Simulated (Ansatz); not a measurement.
# How TiC (Fm-3m) expands on warming, part 4 of 5

Aim: the lattice, expansion, heat capacity and bulk modulus of TiC as it warms.

Measurements to reproduce:
- heat capacity C_P per formula unit 33.9 J/mol/K near room temperature (given in “High-Throughput Prediction of Finite-Temperature Properties using the Quasi-Harmonic Approximation”, 2016, arXiv:1603.06924)

Ansatz 0.2.0; DFT LDA, scalar-relativistic, plane waves, PAW (the session's first sound run).

So far, isothermal bulk modulus at 298 K (GPa): step 6 (the quasi-harmonic study, functional LDA, q-mesh 2×2×2) 272; step 7 (q-mesh 4×4×4) 272. Also principal linear expansion coefficients at 298 K (× 1e-6/K): step 6 5.60; step 7 5.46.

The database entry behind the starting cell differs from later determinations by our own check (0.1 to 0.3 % short, probably kX units), so it need not match the best structure at ambient conditions.

### 8. Relaxing at another setting

The functional, the potentials or the cutoff change, so the crystal is relaxed again at the new setting.

This step: DFT PBE, scalar-relativistic, plane waves, PAW (Ansatz 0.2.0).

input.yaml

```yaml
crystal:
  lattice:
    - [0.0, 2.1304114061, 2.1304114061]
    - [2.1304114061, 0.0, 2.1304114061]
    - [2.1304114061, 2.1304114061, 0.0]
  atoms:
    - { symbol: Ti, position: [0.0, 0.0, 0.0] }
    - { symbol: C, position: [0.5, 0.5, 0.5] }
kpoints:
  mp_grid: { grid: [16, 16, 16] }
hamiltonian:
  xc: pbe
scf:
  occupations: { method: methfessel_paxton, width: 0.2 }
  lower_state_search: "off"
output:
  forces: true
  stress: true
  eigenvalues: true
  write_density: true
  write_potential: true
  elf: true
  volumetric_format: npy
relax:
  adjacent_minimum: "off"
  f_tol: 0.001
  max_steps: 60
  cell: { stress_tol: 0.01 }
```

Run with:

```bash
$ ansatz run input.yaml --threads 8 --pin off --max-ram 16384MiB --backend cpu --events-out ev --progress --plain --runs-dir out
```

Numbers of over 12 decimals in the logs are rounded to 6 here.

The program printed:

```text
[...]
Crystal: 2 atoms, lattice volume = 19.338 Å³
Basis set: ecut = 420 eV, 339 PW (Γ), exchange–correlation on 48×48×48 points (8 copies of the dense FFT grid, shifted against one another)
Bands: 12, of which v1, the nominal top of the filled ones, is band 8 counted from 1 (7 counted from 0)
Symmetry: 48 space group operations
[...]
k-points: 145 of 4096
[...]
SCF iter   1: F=—  HF=-2752.230513 eV  |F-HF|=—  |Δ(HF+E_count)|=         —  Δρ=3.90e-3  dr2=2.31e-3  ethr=1.77e-3  ⟨swp⟩=4.4  Hψ=8514  notcnv=0
[...]
SCF iter   5: F=-2752.229888 eV  HF=-2752.229888 eV  |F-HF|=3.70e-9  |Δ(HF+E_count)|=   4.46e-9  S|Δr|=    0.00e0  Δρ=5.75e-6  dr2=5.57e-9  ethr=3.95e-10  ⟨swp⟩=5.0  Hψ=9073  notcnv=0
SCF 1 converged in 5 iterations: F = -2752.229888 eV  dr2 = 5.57e-9
[...]
relax step   1: F+E_penalty+E_count = -2752.22988758 eV  Δ(F+E_penalty+E_count) = +0.000e0 eV  max|allowed force component| = 5.949e-30 eV/Å  Δτ_max = 0.0000 Å  P = +13.951 GPa  Ω = 19.338 Å³  (5 SCF iters, dr2 threshold 1.00e-7 eV, accepted)
Crystal: 2 atoms, lattice volume = 20.148 Å³
Basis set: ecut = 420 eV, 411 PW (Γ), exchange–correlation on 48×48×48 points (8 copies of the dense FFT grid, shifted against one another)
[...]
SCF iter   5: F=-2752.268540 eV  HF=-2752.268540 eV  |F-HF|=4.73e-9  |Δ(HF+E_count)|=   5.71e-7  S|Δr|=    0.00e0  Δρ=6.91e-6  dr2=5.51e-9  ethr=1.25e-9  ⟨swp⟩=8.1  Hψ=10972  notcnv=0
SCF 2 converged in 5 iterations: F = -2752.268540 eV  dr2 = 5.51e-9
relax step   2: F+E_penalty+E_count = -2752.26854011 eV  Δ(F+E_penalty+E_count) = -3.865e-2 eV  max|allowed force component| = 1.157e-29 eV/Å  Δτ_max = 0.0000 Å  P = +2.293 GPa  Ω = 20.148 Å³  energy of the carried Pulay correction = -1.425e-3 eV  (5 SCF iters, dr2 threshold 2.00e-7 eV, accepted)
Crystal: 2 atoms, lattice volume = 20.315 Å³
[...]
SCF iter   4: F=-2752.269523 eV  HF=-2752.269523 eV  |F-HF|=2.07e-8  |Δ(HF+E_count)|=   8.18e-8  S|Δr|=    0.00e0  Δρ=1.69e-5  dr2=2.01e-8  ethr=1.25e-9  ⟨swp⟩=8.2  Hψ=10996  notcnv=0
SCF 3 converged in 4 iterations: F = -2752.269523 eV  dr2 = 2.01e-8
relax step   3: F+E_penalty+E_count = -2752.26952339 eV  Δ(F+E_penalty+E_count) = -9.833e-4 eV  max|allowed force component| = 1.693e-30 eV/Å  Δτ_max = 0.0000 Å  P = +0.156 GPa  Ω = 20.315 Å³  energy of the carried Pulay correction = -1.712e-3 eV  (4 SCF iters, dr2 threshold 2.00e-7 eV, accepted)
[...]
relax step   4: F+E_penalty+E_count = -2752.26950844 eV  Δ(F+E_penalty+E_count) = +1.496e-5 eV  max|allowed force component| = 2.547e-30 eV/Å  Δτ_max = 0.0000 Å  P = +0.002 GPa  Ω = 20.328 Å³  energy of the carried Pulay correction = -1.733e-3 eV  (3 SCF iters, dr2 threshold 6.07e-8 eV, accepted)
[...]
relax step   5: F+E_penalty+E_count = -2752.27158435 eV  Δ(F+E_penalty+E_count) = -2.076e-3 eV  max|allowed force component| = 1.496e-30 eV/Å  Δτ_max = 0.0000 Å  P = +0.121 GPa  Ω = 20.328 Å³  stress off target by 1.21e-1 GPa  SCF on the basis re-selected at this cell (its energy is not comparable with the rows above)  (6 SCF iters)
[...]
relax step   6: F+E_penalty+E_count = -2752.27157160 eV  Δ(F+E_penalty+E_count) = +1.275e-5 eV  max|allowed force component| = 1.413e-30 eV/Å  Δτ_max = 0.0000 Å  P = +0.001 GPa  Ω = 20.337 Å³  energy of the carried Pulay correction = -1.645e-5 eV  (3 SCF iters, dr2 threshold 3.67e-8 eV, accepted)
[...]
SCF iter   4: F=-2752.271601 eV  HF=-2752.271601 eV  |F-HF|=9.09e-13  |Δ(HF+E_count)|=    0.00e0  S|Δr|=    0.00e0  Δρ=2.59e-8  dr2=4.86e-14  ethr=1.00e-12  ⟨swp⟩=4.5  Hψ=5333  notcnv=0
SCF 7 converged in 4 iterations: F = -2752.271601 eV  dr2 = 4.86e-14
relax step   7: F+E_penalty+E_count = -2752.27160075 eV  Δ(F+E_penalty+E_count) = -2.915e-5 eV  max|allowed force component| = 9.532e-31 eV/Å  Δτ_max = 0.0000 Å  P = +0.001 GPa  Ω = 20.337 Å³  stress off target by 1.15e-3 GPa  SCF on the basis re-selected at this cell (its energy is not comparable with the rows above)  (4 SCF iters)
[...]
SCF converged after 4 iterations
[...]
Free energy (F): -2752.271601 eV
[...]
Internal energy: -2752.271076 eV  (E = F + TS)
E sigma→0 (E₀):  -2752.271470 eV
Entropy (-TS):   -0.000525 eV (-0.262 meV/atom)
Fermi energy:    14.672848 eV
Step filling:    the computed levels leave a gap of 0.0203 eV = 0.1 smearing widths at the electron count; against every level under it full and every level over it empty, smearing changes F+E_penalty+E_count by -0.710 meV and its σ→0 estimate by -0.579 meV
[...]
--- Stress (GPa, compression-positive) ---
        0.001154      -0.000000      -0.000000
       -0.000000       0.001154      -0.000000
       -0.000000      -0.000000       0.001154
  P = ⅓ Tr σ = 0.0012 GPa (0.012 kbar)
--- Band table (eV; the first three rows and the last of 145) ---
  k-point 0: bands = [... 4 lower, 2.2801, 15.3737, 15.3737, 15.3737, 16.3492, 16.3492, 16.3492, 16.3976]
  k-point 1: bands = [... 4 lower, 2.3688, 14.9271, 15.1632, 15.1632, 15.7067, 15.7067, 16.5914, 17.3795]
  k-point 2: bands = [... 4 lower, 2.6291, 14.0484, 14.3932, 14.3932, 15.7896, 15.7896, 16.9225, 18.4422]
  k-point 144: bands = [... 4 lower, 5.1572, 11.5357, 11.5357, 11.9724, 17.4689, 17.4689, 18.2028, 19.7877]
--- Relaxed structure (5 steps of the walk, 5 accepted, 2 SCFs on fresh bases) ---
[...]
cell:  # Å, volume = 20.3373 Å³
    - [0, 2.166478, 2.166478]
    - [2.166478, 0, 2.166478]
    - [2.166478, 2.166478, 0]
  atoms:
    - { symbol: Ti, position: [0, 0, 0] }
    - { symbol: C, position: [0.5, 0.5, 0.5] }
```

Run time: 2.8 s. Hardware: 8 threads of Arm Neoverse V2, shared host; peak memory 0.36 GiB.

The steps of the relaxation:

```
step  energy less that of the first step (eV)  largest force component (eV/Å)  pressure (GPa)  volume (Å³)
   1                                   0.0000                          0.0000           13.95        19.34
   2                                  -0.0387                          0.0000            2.29        20.15
   3                                  -0.0396                          0.0000            0.16        20.32
   4                                  -0.0396                          0.0000            0.00        20.33
  5*                                  -0.0417                          0.0000            0.12        20.33
   6                                  -0.0417                          0.0000            0.00        20.34
  7*                                  -0.0417                          0.0000            0.00        20.34
```

Relaxation steps marked * repeat the geometry before them on a plane-wave basis chosen anew for their cell, so energy and pressure can jump there.

Forces are held to the 48 operations that the run works with; a distortion that breaks them can't arise in this run.

```
conventional cell, symmetrised  before  after  change
                         a (Å)   4.261  4.333  +1.7 %
                         b (Å)   4.261  4.333  +1.7 %
                         c (Å)   4.261  4.333  +1.7 %
              volume (Å³/atom)    9.67  10.17  +5.2 %
```

Final coordinates:

```xyz
2
Lattice="0.0000 2.1665 2.1665 2.1665 0.0000 2.1665 2.1665 2.1665 0.0000" Properties=species:S:1:pos:R:3 pbc="T T T"
Ti    0.0000    0.0000    0.0000
C     2.1665    2.1665    2.1665
```

This step gave:

* pressure: 0.001154 GPa
* volume per atom: 10.17 Å³/atom

Electrostatic potential energy in the ac plane of the conventional cell at fractional y = 0.000, with atoms of Ti and C within 0.2 Å of it. With pseudopotentials it is smooth inside the atoms' cores, unlike the true potential.

Ten even steps from '0' (-47 eV) to '9' (15 eV), each cell a mean:
```
34589610389743
45799865799864
77999998999987
99999988899999
78999755689998
15897543468973
01797433358850
03897433458961
57998644579986
89999877799999
88999999999998
56899987899975
34689731589754
33588500179743
```
Columns run along a (4.3 Å; values clipped at the 3rd and 97th percentile), rows up along c (4.3 Å), edges of the conventional cell, whose origin can differ from the input's. Atoms in or near the plane, at fractional coordinates: Ti at (0.00, 0.00), Ti at (0.50, 0.50), C at (0.50, 0.00), C at (0.00, 0.50).

Valence density in the ac plane of the conventional cell at fractional y = 0.000, with atoms of Ti and C within 0.2 Å of it. It is the smooth field of the valence electrons, not physical close to the nuclei.

Ten even steps from '0' (0.22 × 1e0 e/Å³) to '9' (9.84 × 1e0 e/Å³), each cell a mean:
```
96100011100037
42000001000013
00000000000000
00000000000000
00000012100000
11000267410001
11000499720011
11000379610001
10000134200000
00000000000000
00000000000000
21000000000001
74100011100026
97200111100049
```
Columns run along a (4.3 Å), rows up along c (4.3 Å), edges of the conventional cell, whose origin can differ from the input's. Atoms in or near the plane, at fractional coordinates: Ti at (0.00, 0.00), Ti at (0.50, 0.50), C at (0.50, 0.00), C at (0.00, 0.50).

ELF in the ac plane of the conventional cell at fractional y = 0.000, with atoms of Ti and C within 0.2 Å of it. It is the smooth field of the valence electrons, not physical close to the nuclei.

Values, 14 rows by 14 columns, each cell a mean:
```
0.30 0.56 0.46 0.28 0.62 0.73 0.44 0.32 0.62 0.74 0.44 0.31 0.56 0.40
0.60 0.51 0.24 0.22 0.57 0.76 0.73 0.71 0.77 0.72 0.40 0.18 0.37 0.56
0.35 0.23 0.14 0.21 0.42 0.57 0.62 0.63 0.61 0.51 0.30 0.15 0.18 0.31
0.45 0.42 0.37 0.27 0.21 0.22 0.28 0.31 0.26 0.20 0.21 0.30 0.40 0.44
0.74 0.74 0.65 0.37 0.14 0.24 0.46 0.51 0.37 0.17 0.20 0.51 0.72 0.74
0.52 0.69 0.74 0.42 0.23 0.51 0.56 0.48 0.56 0.37 0.26 0.61 0.77 0.62
0.13 0.52 0.74 0.45 0.35 0.60 0.30 0.11 0.48 0.51 0.31 0.63 0.71 0.32
0.32 0.62 0.74 0.44 0.31 0.56 0.40 0.30 0.56 0.46 0.28 0.62 0.73 0.44
0.71 0.77 0.72 0.40 0.18 0.37 0.56 0.60 0.51 0.24 0.22 0.57 0.76 0.73
0.63 0.61 0.51 0.30 0.15 0.18 0.31 0.35 0.23 0.14 0.21 0.42 0.57 0.62
0.31 0.26 0.20 0.21 0.30 0.40 0.44 0.45 0.42 0.37 0.27 0.21 0.22 0.28
0.51 0.37 0.17 0.20 0.51 0.72 0.74 0.74 0.74 0.65 0.37 0.14 0.24 0.46
0.48 0.56 0.37 0.26 0.61 0.77 0.62 0.52 0.69 0.74 0.42 0.23 0.51 0.56
0.11 0.48 0.51 0.31 0.63 0.71 0.32 0.13 0.52 0.74 0.45 0.35 0.60 0.30
```
Columns run along a (4.3 Å), rows up along c (4.3 Å), edges of the conventional cell, whose origin can differ from the input's. Atoms in or near the plane, at fractional coordinates: Ti at (0.00, 0.00), Ti at (0.50, 0.50), C at (0.50, 0.00), C at (0.00, 0.50).

The residual pressure is 0.0012 GPa, small enough for phonons.

### 9. Phonons on strained cells, q-mesh 4×4×4 (run 2)

The study relaxes the crystal at several strains, solves the phonons on some of them and minimises the free energy at each temperature (static energy, vibrations, the electrons in a metal, and PV under a set pressure); the q-mesh sets how far the force constants reach.

input.yaml, the sections that differ from step 8:

```yaml
crystal:
  lattice:
    - [0.0, 2.1664782733, 2.1664782733]
    - [2.1664782733, 0.0, 2.1664782733]
    - [2.1664782733, 2.1664782733, 0.0]
  atoms:
    - { symbol: Ti, position: [0.0, 0.0, 0.0] }
    - { symbol: C, position: [0.5, 0.5, 0.5] }
output:
  eigenvalues: true
phonons:
  method: dfpt
  qmesh: [4, 4, 4]
  temperatures: { t_max: 1200.0, t_step: 50 }
  thermal_expansion: {}
# kpoints, hamiltonian, scf: as in step 8
# relax: removed
```

The program printed:

```text
[...]
Crystal: 2 atoms, lattice volume = 20.337 Å³
Basis set: ecut = 487.2 eV, 531 PW (Γ), exchange–correlation on 48×48×48 points (8 copies of the dense FFT grid, shifted against one another)
Bands: 12, of which v1, the nominal top of the filled ones, is band 8 counted from 1 (7 counted from 0)
Symmetry: 48 space group operations
[...]
k-points: 145 of 4096
[...]
1150.00    3.09801    3.09801    3.09801    21.0248 |   10.31   10.31   10.31   30.92 |   27.05 |    52.534    49.597 |   210.96   223.45
  1200.00    3.09961    3.09961    3.09961    21.0576 |   10.45   10.45   10.45   31.34 |   27.31 |    52.890    49.766 |   209.05   222.18
[...]
vibrations' free energy: its fit passes through its cells
[...]
free energies summed between the sampled wave vectors
[...]
[key lines of the parts left out:]
SCF converged after 6 iterations
Free energy (F): -2752.275123 eV
Fermi energy:    14.672200 eV
P = ⅓ Tr σ = -0.0302 GPa (-0.302 kbar)
```

Elapsed: 11 min, on 8 threads; peak memory 3.2 GiB.

Strained cells of the study; zero-point energy where phonons were solved; the pressures are stresses at a fixed cutoff and can carry an offset from the finite basis. Expansion cells, by row:

```
cell  |a| (Å)  |b| (Å)  |c| (Å)  V (Å³/atom)  E - E_lowest (meV/atom)  pressure, compression positive (GPa)  gap (eV)  zero-point energy (meV/atom)
   1    3.064    3.064    3.064        10.17                        0                                -0.079         -                             -
   2    3.088    3.088    3.088        10.41                    4.515                                -5.782         -                             -
   3     3.04     3.04     3.04        9.928                    4.569                                 6.199         -                             -
   4    3.064    3.064    3.064        10.17                        0                                -0.097         -                         81.83
   5    3.079    3.079    3.079        10.32                    1.805                                 -3.73         -                         79.97
   6    3.096    3.096    3.096        10.49                    7.464                                -7.334         -                         78.02
   7    3.111    3.111    3.111        10.65                    16.55                                -10.62         -                         76.12
   8    3.034    3.034    3.034         9.87                     7.17                                 7.856         -                             -
   9    3.049    3.049    3.049        10.02                    1.752                                 3.762         -                             -
  10    3.135    3.135    3.135         10.9                    36.56                                -15.16         -                             -
```

Changing the level of theory (LDA → PBE) takes the volume expansion at 298 K from 16.4 to 19.4 × 10⁻⁶/K and B_T from 272 to 240 GPa.

(Part 4 of 5 ends here.)

[Logs are printed without paths, hosts, clocks, repeated set-up lines and the standing remarks that a program may print on its own settings, such as how far it seeks lower states.]

[Hosts, paths, dates, database ids (printed as entryN), source tags and the programs' standing remarks are cut or masked in the printed files.]

[A step with changed settings may run another functional than the one named; its input shows which.]
